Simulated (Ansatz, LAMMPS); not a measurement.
# Squeezing and shearing 32Ga2O3-68Na2O (mol %) with crystalline order left by the classical run (91 atoms): runs compared

Aim: relax 32Ga2O3-68Na2O (mol %) with crystalline order left by the classical run (91 atoms), then change its volume and shape to read moduli from the stress.

Computed with Ansatz 0.2.0: Kohn-Sham DFT, revPBE, PAW (set soft_2), plane waves.

**1. The cell as built**

The cell holds 91 atoms: 16 Ga, 34 Na and 41 O. Its edges and angles: a = 10.101 Å, b = 10.101 Å, c = 10.101 Å, α = 90.0°, β = 90.0°, γ = 90.0°. 91 atoms (16 Fe, 34 Na, 41 O) placed at random at 3.66 g/cm³, melted at 5000 K for 10 ps at fixed volume with the Morse and Coulomb pair potential with partial charges (Pedone, Malavasi, Menziani, Cormack and Segre, J. Phys. Chem. B 110, 11780 (2006)). Quenched from 5000 K to 300 K at 50 K/ps and fixed volume, held 10 ps at zero pressure, then minimised at fixed cell. Then Fe was replaced by Ga and the cell scaled by 1.006 (the potential has no terms for the new elements, so the cell is a start for a DFT relaxation).

What the set-up can't give: The quench rate of 50 K/ps is many orders above laboratory rates, so the cell is likely richer in defects and strain than a real sample. The network of bonds at the start is that of the classical potential that made the cell, and needn't be the one that DFT or experiment would give. Only the Γ point is sampled.

**2. The reference run**

The reference is a single point at the end of the relaxation.

Every strained cell starts from the geometry of this run, and its atoms are relaxed with the cell held.

Its input, with most atom lines left out:

```yaml
crystal:
  lattice:
    - [9.49663, -1.0897, -0.13826]
    - [-1.0897, 12.75179, -0.90741]
    - [-0.13826, -0.90741, 11.82496]
  atoms:
    - { symbol: Ga, position: [0.71746, 0.32429, 0.17804] }
    - { symbol: Ga, position: [0.84753, 0.75145, 0.73617] }
    - { symbol: Ga, position: [0.83447, 0.04764, 0.37091] }
    - { symbol: Ga, position: [0.64273, 0.69321, 0.95511] }
    - { symbol: Ga, position: [0.81756, 0.29787, 0.88894] }
    - { symbol: Ga, position: [0.64269, 0.26594, 0.43513] }
    - { symbol: Ga, position: [0.33372, 0.48768, 0.60618] }
    [... atom lines 8 to 91 left out ...]
kpoints:
  mp_grid: { grid: [1, 1, 1] }
hamiltonian:
  xc: revpbe
scf:
  occupations: { method: gaussian, width: 0.05 }
output:
  forces: true
  stress: true
  populations: intrinsic
  dos:
    method: { smearing: { sigma: 0.1 } }
    de: 0.1
    projected: { site_lists: { Ga: [Ga], Na: [Na], O: [O] } }
  eigenvalues: true
  write_density: true
  write_potential: true
  volumetric_format: npy
  elf: true
```

| Quantity | Value |
| --- | --- |
| free energy per atom | -1478.5996 eV/atom |
| r.m.s. force component | 0.00877 eV/Å |
| pressure | 0.008183 GPa |

Filled and empty levels are parted by 0.947 eV (at Γ alone); a semilocal functional tends to put such gaps too low. In a disordered cell it changes from sample to sample, and tail or defect levels can set it.

**3. The runs**

Each row is one run, on 4 threads of Intel Xeon Platinum 8488C (Sapphire Rapids), shared host. The free energy is the program's total, comparable only between runs with the same functional, potentials and atoms.

```
                                 run  atoms                outcome  ionic steps, all passes  free energy (eV)     time  host memory (GiB)
           Single point at the start     91              converged                        -       -134537.751     17 s                1.6
              Cell and atoms relaxed     91  cut at the time limit                       81       -134552.565   22 min                2.1
Single point at the relaxed geometry     91              converged                        -       -134552.565     33 s                2.1
                         Volume -3 %     91              converged                        5       -134552.444     76 s                2.0
                         Volume +3 %     91              converged                        7       -134552.468  1.7 min                2.2
                         Volume -6 %     91              converged                        9       -134552.132  2.3 min                2.0
                         Volume +6 %     91              converged                       12       -134552.261  3.5 min                2.2
                        Volume -10 %     91              converged                        9       -134551.247  2.1 min                2.0
            Stretched by 1 % along x     91              converged                        3       -134552.538     44 s                2.1
           Compressed by 1 % along x     91              converged                        3       -134552.542     39 s                2.1
                Sheared by 2 % in xy     91              converged                        3       -134552.536     35 s                2.1
```

In some runs the program notes that the SCF threshold is loose for the stress.

**4. Pressure against volume**

Atoms are relaxed at each volume, in the scaled cell.

```
volume change (%)  volume (Å³/atom)  energy change (meV/atom)  pressure (GPa)  largest move on relaxing (Å)  bonds  gap (eV)
              -10            13.941                     14.48            3.45                          0.76    210               0.799
               -6            14.561                      4.75            1.63                          0.73    200               0.802
               -3            15.026                      1.33            0.98                          0.21    196               0.908
               +0            15.490                      0.00            0.01                             -    191               0.947
               +3            15.955                      1.07           -0.78                          0.22    187               0.977
               +6            16.420                      3.34           -1.26                          0.88    191               0.971
```

**5. Uniaxial strain and shear**

Stress (GPa, compression positive) less that of the relaxed cell, atoms relaxed:

```csv
strain,xx,yy,zz,xy,energy change (meV/atom)
stretched by 1 % along x,-0.635,-0.148,-0.185,0.064,0.29
compressed by 1 % along x,0.676,0.204,0.223,-0.076,0.25
sheared by 2 % in xy,0.147,0.036,0.040,-0.387,0.32
```

**6. Outcome**

The bulk modulus, from the slope of pressure against ln V over the three points nearest the relaxed volume, is 29.4 GPa; between neighbouring points the slope runs 42, 21, 32, 27 and 17 GPa from the smallest volume up, without a steady fall, so no pressure derivative is given. The count of bonds runs from 187 to 210 over the series, so at some points contacts cross the cutoffs. At -10 %, -6 % and +6 % some atom moved by over 0.5 Å on relaxing, so those points may sit in another local minimum. The gap goes from 0.799 eV at the smallest volume to 0.971 eV at the largest, +1.3 eV per unit of ln V by a straight line, not monotonically (lowest 0.799, highest 0.977 eV), on the run's k-points. In the Cartesian axes of the cell, finite differences give C11 = 65.6, C12 = 17.6, C13 = 20.4 and C66 = 19.4 GPa (the shear of 2 % is the engineering strain, εxy = 0.01). The mean of C11, C12 and C13, which equals the bulk modulus in a cubic or isotropic solid, is 34.5 GPa: it lies 18 % over the bulk modulus from the volumes. For an isotropic solid C66 would equal (C11 − C12)/2 = 24.0 GPa; so small a sample needn't be isotropic, and C66 rests on one shear. With the bulk modulus and C66 as K and G, Young's modulus would be about 48 GPa and Poisson's ratio 0.23.

**Limits.** Strains are finite and relaxations stop at the force tolerance of the input, which can leave moduli too stiff; they are those of a static cell at zero temperature. Volumes are changed with the cell's shape held, so in an anisotropic solid the modulus lies over the one under free hydrostatic load. The first relaxation stopped at its limit, so the strained cells go on relaxing towards a minimum that it hadn't reached. The program notes that the SCF threshold of the relaxations is loose for the stress. The cell edges changed by -5, +27 and +17 % with the Γ point alone; in so small a cell a change of shape can follow the discrete levels, so shape, energy gain and any gap at the end may be artefacts of the sampling.

The DFT runs together took 36 min of wall time.

[Logs are printed without paths, hosts, clocks, repeated set-up lines and the standing remarks that a program may print on its own settings, such as how far it seeks lower states.]

[Hosts, paths, dates, database ids (printed as entryN), source tags and the programs' standing remarks are cut or masked in the printed files.]
